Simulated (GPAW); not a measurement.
# Screening of a field by 1T-NiSTe monolayer

How does 1T-NiSTe monolayer screen a perpendicular field?

Main program and level: GPAW 26.7.0; GPAW, PAW setups; layer in a repeated cell with vacuum, relaxation of atoms and in-plane cell, in the first sound run; inputs show where later runs differ.

Report form: the programs' logs are mostly left out.

## 1. The starting structure

The cell holds 3 atoms: 1 Te, 1 Ni and 1 S. Its edges and angles: a = 3.565 Å, b = 3.565 Å, c = 18.341 Å, α = 90.0°, β = 90.0°, γ = 120.0°. Vacuum lies along c.

## 2. Relaxing the atoms

Forces are removed first; all later runs use this geometry.

Contents of run.py:

```python
import json
import numpy as np
from ase import Atoms
from ase.filters import FrechetCellFilter
from ase.optimize import BFGS
from gpaw import GPAW, PW

slab = Atoms(
    ['Te', 'Ni', 'S'],
    positions=[
        [1.78250, 1.02913, 8.00000],
        [0.00000, 0.00000, 9.44701],
        [-0.00000, 2.05825, 10.34144]],
    cell=[[3.565, 0.0, 0.0], [-1.7825, 3.08738, 0.0], [0.0, 0.0, 18.3414]],
    pbc=[True, True, True])

slab.calc = GPAW(mode=PW(600), xc='PBE', kpts={'size': (9, 9, 1), 'gamma': True},
                 occupations={'name': 'fermi-dirac', 'width': 0.05}, nbands='160%',
                 convergence={'density': 1e-05}, maxiter=200,
                 symmetry={'tolerance': 1e-3}, txt='slab.txt')
result = {}
# The in-plane cell is free; stress needs a cell that repeats along all three vectors
path = []
opt = BFGS(FrechetCellFilter(slab, mask=[1, 1, 0, 0, 0, 1]), maxstep=0.2)
opt.attach(lambda: path.append((slab.get_potential_energy(), slab.positions.tolist(), slab.get_forces().tolist())))
result['relaxed'] = bool(opt.run(fmax=0.02, steps=45))
result['path'] = path
result['cell'] = slab.cell.tolist()
print('in-plane lattice', slab.cell.cellpar().round(4)[[0, 1, 5]])
energy = slab.get_potential_energy()
fermi = slab.calc.get_fermi_level()
v = slab.calc.get_electrostatic_potential().mean((0, 1)) - fermi
n = slab.calc.get_pseudo_density().mean((0, 1))
L = slab.cell[2, 2]
z = np.arange(len(v)) * L / len(v)
low, high = slab.positions[:, 2].min(), slab.positions[:, 2].max()
below, above = np.interp([low - 5.8, high + 5.8], z, v)
slopes = [np.interp(x, z, np.gradient(v, z)) for x in (low - 5.8, high + 5.8)]
eps = np.array([[slab.calc.get_eigenvalues(k, s) for k in range(len(slab.calc.get_ibz_k_points()))]
                for s in range(slab.calc.get_number_of_spins())]) - fermi
top, bottom = eps[eps < 0].max(), eps[eps > 0].min()
dipole = slab.get_dipole_moment()[2]
print(f'energy {energy:.4f} eV, Fermi level {fermi:.4f} eV, dipole {dipole:.5f} e A')
print(f'potential 5.8 A off the faces, from the Fermi level: lower {below:.4f} eV, upper {above:.4f} eV')
print(f'slope of the potential there: lower {slopes[0]:.5f}, upper {slopes[1]:.5f} eV/A')
print(f'nearest levels on the mesh: {top:.4f} and {bottom:.4f} eV')
print('magnetic moment', round(slab.get_magnetic_moment(), 3))
result.update(energy=energy, fermi=fermi, dipole=dipole, below=below, above=above, slopes=slopes, edges=[top, bottom],
              z=z.tolist(), v=v.tolist(), n=n.tolist(), positions=slab.positions.tolist(),
              forces=slab.get_forces(apply_constraint=False).tolist(), moments=slab.get_magnetic_moments().tolist())
json.dump(result, open('result.json', 'w'))
```

Launch:

```
OMP_NUM_THREADS=1 OPENBLAS_NUM_THREADS=1 python run.py
```

The job ended after 8.8 min (1 thread of Arm Neoverse V1, shared host; peak memory 0.34 GiB).

This run has no spin polarisation, although Ni can carry a moment.

Numbers from this step:

| Quantity | Value |
| --- | --- |
| dipole along the normal | -0.1228 e·Å |
| levels nearest the Fermi level on the mesh | -0.04559, 0.08184 eV from the Fermi level |

The electrostatic potential energy of an electron (without an applied field's), less the Fermi level, planar mean by z:

```tsv
z (Å)	electrostatic potential energy of an electron (without an applied field's), less the Fermi level, planar mean (eV)
0	5.07
1	4.96
2	4.85
3	4.74
4	4.63
5	4.49
6	4.08
7	-0.545
8	-20.6
9	-6.44
10	-7.80
11	-1.75
12	5.38
13	5.63
14	5.54
15	5.43
16	5.32
17	5.21
18	5.10
```

The pseudo valence density, planar mean by z:

```tsv
z (Å)	pseudo valence density, planar mean (e/Å³)
4	6.5e-5
5	9.1e-4
6	0.0136
7	0.172
8	0.136
9	0.912
10	0.575
11	0.282
12	0.0198
13	9.5e-4
14	5.5e-5
```

The relaxation lowered the energy of the cell by 0.137 eV (energies extrapolated to zero smearing; the optimiser's log prints free energies). The largest force left on a free atom is 0.016 eV/Å.

## 3. Plane waves, PBE

With the geometry fixed, the planar mean of the potential gives the vacuum level on each side.

This step: GPAW, PAW setups; slab in vacuum (GPAW 26.7.0).

The cell differs from the one that the last finished run ended in (c 18.341 → 18.542 Å).

run.py, as its differences from that of step 2:

```diff
@@ -3,4 +3,2 @@
 from ase import Atoms
-from ase.filters import FrechetCellFilter
-from ase.optimize import BFGS
 from gpaw import GPAW, PW
@@ -10,21 +8,14 @@
     positions=[
-        [1.78250, 1.02913, 8.00000],
-        [0.00000, 0.00000, 9.44701],
-        [-0.00000, 2.05825, 10.34144]],
-    cell=[[3.565, 0.0, 0.0], [-1.7825, 3.08738, 0.0], [0.0, 0.0, 18.3414]],
-    pbc=[True, True, True])
+        [1.78318, 1.02952, 8.00000],
+        [-0.00000, -0.00000, 9.45965],
+        [-0.00000, 2.05903, 10.54173]],
+    cell=[[3.56635, -0.0, 0.0], [-1.78318, 3.08855, 0.0], [0.0, 0.0, 18.5417]],
+    pbc=[True, True, False])
 
-slab.calc = GPAW(mode=PW(600), xc='PBE', kpts={'size': (9, 9, 1), 'gamma': True},
+slab.calc = GPAW(mode=PW(400), xc='PBE', kpts={'size': (9, 9, 1), 'gamma': True},
                  occupations={'name': 'fermi-dirac', 'width': 0.05}, nbands='160%',
                  convergence={'density': 1e-05}, maxiter=200,
+                 poissonsolver={'dipolelayer': 'xy'},
                  symmetry={'tolerance': 1e-3}, txt='slab.txt')
 result = {}
-# The in-plane cell is free; stress needs a cell that repeats along all three vectors
-path = []
-opt = BFGS(FrechetCellFilter(slab, mask=[1, 1, 0, 0, 0, 1]), maxstep=0.2)
-opt.attach(lambda: path.append((slab.get_potential_energy(), slab.positions.tolist(), slab.get_forces().tolist())))
-result['relaxed'] = bool(opt.run(fmax=0.02, steps=45))
-result['path'] = path
-result['cell'] = slab.cell.tolist()
-print('in-plane lattice', slab.cell.cellpar().round(4)[[0, 1, 5]])
 energy = slab.get_potential_energy()
```

The job ended after 33 s (1 thread; peak memory 0.2 GiB).

Numbers from this step:

| Property | Result |
| --- | --- |
| dipole along the normal | -0.08929 e·Å |
| levels nearest the Fermi level on the mesh | -0.04530, 0.08117 eV from the Fermi level |
| upper work function | 5.818 eV |
| lower work function | 4.355 eV |

Electrostatic potential energy of an electron (without an applied field's), less the Fermi level, planar mean against z:

```tsv
z (Å)	electrostatic potential energy of an electron (without an applied field's), less the Fermi level, planar mean (eV)
0	5.09
1	4.36
2	4.36
3	4.36
4	4.35
5	4.33
6	4.07
7	0.277
8	-20.8
9	-6.05
10	-7.24
11	-3.40
12	5.36
13	5.79
14	5.82
15	5.82
16	5.82
17	5.82
18	5.82
```

Pseudo valence density, planar mean against z:

```tsv
z (Å)	pseudo valence density, planar mean (e/Å³)
4	6.3e-5
5	8.0e-4
6	0.0113
7	0.148
8	0.121
9	0.738
10	0.680
11	0.304
12	0.0245
13	0.00111
14	5.9e-5
```

The potential is flat to 2.3e-4 eV/Å where it is read, so the vacuum is wide enough.

## 4. In a field

A uniform field along the normal polarises the slab; the atoms stay fixed, so this is the electronic response alone.

run.py, as its differences from that of step 3:

```diff
@@ -4,2 +4,3 @@
 from gpaw import GPAW, PW
+from gpaw.external import ConstantElectricField
 
@@ -18,2 +19,3 @@
                  poissonsolver={'dipolelayer': 'xy'},
+                 external=ConstantElectricField(-0.2, [0, 0, 1]),
                  symmetry={'tolerance': 1e-3}, txt='slab.txt')
```

Elapsed: 2.3 min, on 1 thread; peak memory 0.27 GiB.

This step gave:

```
dipole along the normal                                         : -0.1504 e·Å
levels nearest the Fermi level on the mesh                      : -0.04694, 0.08308 eV from the Fermi level
potential below the slab, the applied field's own ramp left out : 3.811 eV from the Fermi level
potential above the slab, the applied field's own ramp left out : 6.282 eV from the Fermi level
```

Electrostatic potential energy of an electron (without an applied field's), less the Fermi level, planar mean against z:

z (Å), electrostatic potential energy of an electron (without an applied field's), less the Fermi level, planar mean (eV) and a bar from the least value:
```
      0.0        5.0 #############################
      0.5        3.8 ###########################
      1.0        3.8 ###########################
      1.5        3.8 ###########################
      2.0        3.8 ###########################
      2.5        3.8 ###########################
      3.0        3.8 ###########################
      3.5        3.8 ###########################
      4.0        3.8 ###########################
      4.5        3.8 ###########################
      5.0        3.8 ###########################
      5.5        3.7 ###########################
      6.0        3.5 ###########################
      6.5        2.8 ##########################
      7.0       -0.2 #######################
      7.5       -9.9 ############
      8.0      -21.1 
      8.5      -11.0 ###########
      9.0       -6.1 ################
      9.5       -8.9 #############
     10.0       -7.1 ###############
     10.5      -14.3 #######
     11.0       -3.1 ####################
     11.5        4.1 ############################
     12.0        5.8 #############################
     12.5        6.2 ##############################
     13.0        6.3 ##############################
     13.5        6.3 ##############################
     14.0        6.3 ##############################
     14.5        6.3 ##############################
     15.0        6.3 ##############################
     15.5        6.3 ##############################
     16.0        6.3 ##############################
     16.5        6.3 ##############################
     17.0        6.3 ##############################
     17.5        6.3 ##############################
     18.0        6.3 ##############################
```

The dipole is now -0.150 e Å, against -0.089 in the run without a field.

## 5. Field on

run.py, as its differences from that of step 4:

```diff
@@ -19,3 +19,3 @@
                  poissonsolver={'dipolelayer': 'xy'},
-                 external=ConstantElectricField(-0.2, [0, 0, 1]),
+                 external=ConstantElectricField(-0.1, [0, 0, 1]),
                  symmetry={'tolerance': 1e-3}, txt='slab.txt')
```

Run time: 2.3 min. Hardware: 1 thread; peak memory 0.27 GiB.

Numbers from this step:

```yaml
dipole_along_the_normal: -0.1197 e·Å
levels_nearest_the_fermi_level_on_the_mesh: -0.04610, 0.08211 eV from the Fermi level
potential_below_the_slab_the_applied_field_s_own_ramp_left_out: 4.082 eV from the Fermi level
potential_above_the_slab_the_applied_field_s_own_ramp_left_out: 6.049 eV from the Fermi level
```

The electrostatic potential energy of an electron (without an applied field's), less the Fermi level, planar mean by z:

z (Å), electrostatic potential energy of an electron (without an applied field's), less the Fermi level, planar mean (eV) and a bar from the least value:
```
        0        5.1 #############################
        1        4.1 ############################
        2        4.1 ############################
        3        4.1 ############################
        4        4.1 ############################
        5        4.1 ############################
        6        3.8 ############################
        7        0.1 #######################
        8      -20.9 
        9       -6.1 #################
       10       -7.2 ###############
       11       -3.2 ####################
       12        5.6 #############################
       13        6.0 ##############################
       14        6.0 ##############################
       15        6.0 ##############################
       16        6.0 ##############################
       17        6.1 ##############################
       18        6.0 ##############################
```

The dipole is now -0.120 e Å, against -0.089 in the run without a field.

## 6. Field on

run.py, as its differences from that of step 5:

```diff
@@ -19,3 +19,3 @@
                  poissonsolver={'dipolelayer': 'xy'},
-                 external=ConstantElectricField(-0.1, [0, 0, 1]),
+                 external=ConstantElectricField(-0.05, [0, 0, 1]),
                  symmetry={'tolerance': 1e-3}, txt='slab.txt')
```

It took 2.3 min on 1 thread; peak memory 0.27 GiB.

Electrostatic potential energy of an electron (without an applied field's), less the Fermi level, planar mean against z:

z (Å), electrostatic potential energy of an electron (without an applied field's), less the Fermi level, planar mean (eV) and a bar from the least value:
```
      0.0        5.1 #############################
      0.5        4.2 ############################
      1.0        4.2 ############################
      1.5        4.2 ############################
      2.0        4.2 ############################
      2.5        4.2 ############################
      3.0        4.2 ############################
      3.5        4.2 ############################
      4.0        4.2 ############################
      4.5        4.2 ############################
      5.0        4.2 ############################
      5.5        4.1 ############################
      6.0        3.9 ############################
      6.5        3.2 ###########################
      7.0        0.2 ########################
      7.5       -9.6 #############
      8.0      -20.9 
      8.5      -10.8 ###########
      9.0       -6.1 #################
      9.5       -8.9 #############
     10.0       -7.2 ###############
     10.5      -14.5 #######
     11.0       -3.3 ####################
     11.5        3.8 ############################
     12.0        5.5 #############################
     12.5        5.8 ##############################
     13.0        5.9 ##############################
     13.5        5.9 ##############################
     14.0        5.9 ##############################
     14.5        5.9 ##############################
     15.0        5.9 ##############################
     15.5        5.9 ##############################
     16.0        5.9 ##############################
     16.5        5.9 ##############################
     17.0        5.9 ##############################
     17.5        5.9 ##############################
     18.0        5.9 ##############################
```

## 7. Field on

run.py, as its differences from that of step 6:

```diff
@@ -19,3 +19,3 @@
                  poissonsolver={'dipolelayer': 'xy'},
-                 external=ConstantElectricField(-0.05, [0, 0, 1]),
+                 external=ConstantElectricField(0.05, [0, 0, 1]),
                  symmetry={'tolerance': 1e-3}, txt='slab.txt')
```

Run time: 2.4 min. Hardware: 1 thread; peak memory 0.27 GiB.

## 8. Field on

run.py, as its differences from that of step 7:

```diff
@@ -19,3 +19,3 @@
                  poissonsolver={'dipolelayer': 'xy'},
-                 external=ConstantElectricField(0.05, [0, 0, 1]),
+                 external=ConstantElectricField(0.1, [0, 0, 1]),
                  symmetry={'tolerance': 1e-3}, txt='slab.txt')
```

It took 2.4 min on 1 thread; peak memory 0.27 GiB.

The dipole is now -0.0582 e Å, against -0.089 in the run without a field.

## 9. Field on

run.py, as its differences from that of step 8:

```diff
@@ -19,3 +19,3 @@
                  poissonsolver={'dipolelayer': 'xy'},
-                 external=ConstantElectricField(0.1, [0, 0, 1]),
+                 external=ConstantElectricField(0.2, [0, 0, 1]),
                  symmetry={'tolerance': 1e-3}, txt='slab.txt')
```

It took 2.6 min on 1 thread; peak memory 0.27 GiB.

The electrostatic potential energy of an electron (without an applied field's), less the Fermi level, planar mean by z:

```tsv
z (Å)	electrostatic potential energy of an electron (without an applied field's), less the Fermi level, planar mean (eV)
0.0	5.13
0.5	4.91
1.0	4.91
1.5	4.91
2.0	4.91
2.5	4.91
3.0	4.91
3.5	4.91
4.0	4.91
4.5	4.90
5.0	4.88
5.5	4.82
6.0	4.59
6.5	3.77
7.0	0.707
7.5	-9.17
8.0	-20.6
8.5	-10.6
9.0	-6.00
9.5	-8.98
10.0	-7.39
10.5	-14.8
11.0	-3.73
11.5	3.29
12.0	4.93
12.5	5.27
13.0	5.34
13.5	5.35
14.0	5.36
14.5	5.36
15.0	5.36
15.5	5.36
16.0	5.36
16.5	5.36
17.0	5.36
17.5	5.36
18.0	5.36
```

The dipole is now -0.0273 e Å, against -0.089 in the run without a field.

## 10. Field on

run.py, as its differences from that of step 9:

```diff
@@ -19,3 +19,3 @@
                  poissonsolver={'dipolelayer': 'xy'},
-                 external=ConstantElectricField(0.2, [0, 0, 1]),
+                 external=ConstantElectricField(0.3, [0, 0, 1]),
                  symmetry={'tolerance': 1e-3}, txt='slab.txt')
```

Wall time 2.7 min (1 thread); peak memory 0.27 GiB.

The dipole is now 0.00365 e Å, against -0.089 in the run without a field.

## 11. The series

The members are put on one axis.

This step: induced dipole against applied field (GPAW 26.7.0).

The dipole along the normal by field:

```tsv
field (V/Å)	dipole along the normal (e·Å)
-0.200	-0.150
-0.100	-0.120
-0.050	-0.104
0.000	-0.0893
0.050	-0.0736
0.100	-0.0582
0.200	-0.0273
0.300	0.00365
```

## 12. Summary of results

```json
{
 "work function, upper and lower face": "5.818 and 4.355 eV",
 "dipole along the normal": "-0.0893 e Å",
 "induced dipole per field": "0.308 e Å per V/Å",
 "out-of-plane polarisability per area, α/(ε0 A)": "5.06 Å"
}
```

What this shows: The field induces 0.308 e Å per V/Å, a polarisable thickness α/(ε0 A) of 5.06 Å beside 2.54 Å between the outermost nuclei. A perfect conductor would give the distance between its two image planes; a dielectric of thickness t gives t(1 - 1/ε). The two faces differ by 1.5 eV, the step that the slab's dipole makes (e p/(ε0 A) gives 1.5 eV), so the dipole layer is needed. The induced dipole is linear in the field over this range. The relaxation of atoms and cell ran in a fully periodic cell without the dipole layer, so the atoms of this polar layer felt a small spurious field. The runs had no spin polarisation, so a magnetic state, which thin layers of d-metal atoms can have, wasn't tested. The layer's cell and atoms come from the relaxation; spin-orbit coupling and temperature are left out.

[Logs are printed without paths, hosts, clocks, repeated set-up lines and the standing remarks that a program may print on its own settings, such as how far it seeks lower states.]

[Hosts, paths, dates, database ids (printed as entryN), source tags and the programs' standing remarks are cut or masked in the printed files.]
